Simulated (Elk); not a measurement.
# How all numerical settings together moves the magnetism of KNiF3

One start of KNiF3 is run at each rung of all numerical settings together.

Method: LDA (Perdew-Wang) with U = 6.00 eV on Ni d; all-electron APW+lo, Dirac cores, scalar-relativistic bands, in Elk 11.2.3 (patched build).

Most raw output is cut from this account.

The database entry behind the starting cell differs from later determinations by our own check (about 0.35 % short), so it need not match the best structure at ambient conditions.

## Step 1: The starting structure

Symmetry: Pm-3m, No. 221, cubic system. The conventional cell has a = 4.000 Å, b = 4.000 Å, c = 4.000 Å, α = 90.00°, β = 90.00°, γ = 90.00°. K has 12 F at 2.83 Å nearest. Ni has 6 F at 2.00 Å nearest. Nearest to F lie 2 Ni at 2.00 Å and 4 K at 2.83 Å. Farther neighbours and most contacts between anions are not listed.

## Step 2: Rung 1 (rgkmax 5, mesh 2×2×2), start ferro +

Several settings change at once from rung to rung, from a quick look to a careful run; the headings and inputs name them.

The last three numbers of an atom's line are a seed field in its sphere. It points against the wanted moment and shrinks by the factor reducebf each loop.

File elk.in:

```
tasks
  0

xctype
  3

rgkmax
  5.0

nempty
  4

swidth
  0.002

reducebf
  0.6

epsengy
  1e-05

maxscl
  100

lmaxi
  2

lmaxapw
  6

lmaxo
  4

gmaxvr
  10.0

spinpol
  .true.

sppath
  './'

avec
  7.55890449850 0.00000000000 0.00000000000
  0.00000000000 7.55890449850 0.00000000000
  0.00000000000 0.00000000000 7.55890449850

atoms
  3
  'K.in'
  1
  0.0000000000 0.0000000000 0.0000000000   0.000000 0.000000 0.000000
  'Ni.in'
  1
  0.5000000000 0.5000000000 0.5000000000   0.000000 0.000000 -0.300000
  'F.in'
  3
  0.5000000000 0.5000000000 0.0000000000   0.000000 0.000000 0.000000
  0.0000000000 0.5000000000 0.5000000000   0.000000 0.000000 0.000000
  0.5000000000 0.0000000000 0.5000000000   0.000000 0.000000 0.000000

ngridk
  2 2 2

dft+u
  1 1
  2 2 0.220496 0.000000
```

Run with:

```
$ OMP_NUM_THREADS=2 elk
```

Wall time 8.4 s (2 threads of Arm Neoverse V1, shared host); peak memory 0.07 GiB.

Spin moment in the muffin-tin sphere by atom:

```
atom  spin moment in the muffin-tin sphere (μB)
  K1                                       0.00
 Ni2                                       1.80
  F3                                       0.05
  F4                                       0.05
  F5                                       0.05
```

This step gave:

```yaml
magnetization: 2.000 μB
final_state: ferromagnetic
```

After 22 cycles the largest moment stands at 1.80 μB.

## Step 3: Rung 2 (rgkmax 6, mesh 4×4×4), start ferro +

Changes to elk.in since step 2:

```diff
@@ -7,6 +7,6 @@
 rgkmax
-  5.0
+  6.0
 
 nempty
-  4
+  6
 
@@ -31,6 +31,6 @@
 lmaxo
-  4
+  6
 
 gmaxvr
-  10.0
+  12.0
 
@@ -62,3 +62,3 @@
 ngridk
-  2 2 2
+  4 4 4
```

Run with:

```
$ OMP_NUM_THREADS=2 elk
```

The job ended after 34 s (2 threads; peak memory 0.11 GiB).

Spin moment in the muffin-tin sphere by atom:

```
atom  spin moment in the muffin-tin sphere (μB)
  K1                                       0.00
 Ni2                                       1.81
  F3                                       0.05
  F4                                       0.05
  F5                                       0.05
```

This step gave:

- magnetization: 2.000 μB
- final state: ferromagnetic

The largest moment moves by +0.01 μB from rung 1, at 4.3 times its CPU time.

## Step 4: Rung 3 (rgkmax 7, mesh 6×6×6), start ferro +

Changes to elk.in since step 3:

```diff
@@ -7,6 +7,6 @@
 rgkmax
-  6.0
+  7.0
 
 nempty
-  6
+  10
 
@@ -28,3 +28,3 @@
 lmaxapw
-  6
+  8
 
@@ -62,3 +62,3 @@
 ngridk
-  4 4 4
+  6 6 6
```

Run with:

```
$ OMP_NUM_THREADS=2 elk
```

Wall time 99 s (2 threads); peak memory 0.12 GiB; 3.2 min of CPU time.

This step gave:

```
magnetization  : 2.000 μB
final state    : ferromagnetic
largest moment : 1.822 μB
```

The largest moment moves by +0.01 μB from rung 2, at 3.0 times its CPU time.

## Step 5: Rung 4 (rgkmax 8, mesh 6×6×6), start ferro +

Changes to elk.in since step 4:

```diff
@@ -7,6 +7,6 @@
 rgkmax
-  7.0
+  8.0
 
 nempty
-  10
+  16
 
@@ -28,9 +28,9 @@
 lmaxapw
+  10
+
+lmaxo
   8
 
-lmaxo
-  6
-
 gmaxvr
-  12.0
+  16.0
```

Run with:

```
$ OMP_NUM_THREADS=2 elk
```

The job ended after 4.5 min (2 threads; peak memory 0.28 GiB; 8.8 min of CPU time).

Numbers from this step:

```
magnetization  : 2.000 μB
final state    : ferromagnetic
largest moment : 1.826 μB
```

The largest moment is that of rung 3, at 2.7 times its CPU time.

## Step 6: An attempt with other settings

A slip in the input shows what the program catches and what it lets pass.

Changes to elk.in since step 2:

```diff
@@ -7,9 +7,9 @@
 rgkmax
-  5.0
+  7.0
 
 nempty
-  4
+  12
 
 swidth
-  0.002
+  0.05
 
@@ -22,3 +22,3 @@
 maxscl
-  100
+  50
 
@@ -26,11 +26,2 @@
   2
-
-lmaxapw
-  6
-
-lmaxo
-  4
-
-gmaxvr
-  10.0
 
@@ -62,3 +53,3 @@
 ngridk
-  2 2 2
+  6 6 6
```

Run with:

```
$ OMP_NUM_THREADS=2 elk
```

Run time: 5 min. Hardware: 2 threads; peak memory 0.22 GiB.

The run was cut off at its time limit.

The fault put into the input: a smearing of electronvolts.

After 40 loops the RMS change of the potential stands at 5e-04 Ha, and it does not fall steadily.

So wide a smearing fills both spins alike, as a very high temperature would; a tenth of an eV or less is usual.

## Step 7: Side by side

Ladder, by row:

```
rung  rgkmax   mesh  empty states an atom  state from the first start  moment, first (μB)  CPU time (s)
   1       5  2x2x2                     4               ferromagnetic               1.801         15.34
   2       6  4x4x4                     6               ferromagnetic                1.81         65.52
   3       7  6x6x6                    10               ferromagnetic               1.822           195
   4       8  6x6x6                    16               ferromagnetic               1.826         530.8
```

## Step 8: Results

```json
{
  "range of the moment in the table, first start": "1.80 to 1.83 μB",
  "range of CPU time": "15 s to 8.8 min",
  "first rung from which all stay within 0.03 μB of the last": "1"
}
```

In words: From rung 1 on the result stays within 0.025 μB of the last rung, inside the margin of 0.03 μB set for it, at 2.9 % of the last rung's cost. Only the parallel start was run, so no other order was compared.

[Logs and program files are shortened in this print: banners, set-up blocks, solver, clock and traceback lines can be left out without a mark of their own.]

[Logs are printed without paths, hosts, clocks, repeated set-up lines and the standing remarks that a program may print on its own settings, such as how far it seeks lower states.]

[Hosts, paths, dates, database ids (printed as entryN), source tags and the programs' standing remarks are cut or masked in the printed files.]

[Where a cell is said to come from a database of computed structures, the database is the Materials Project.]
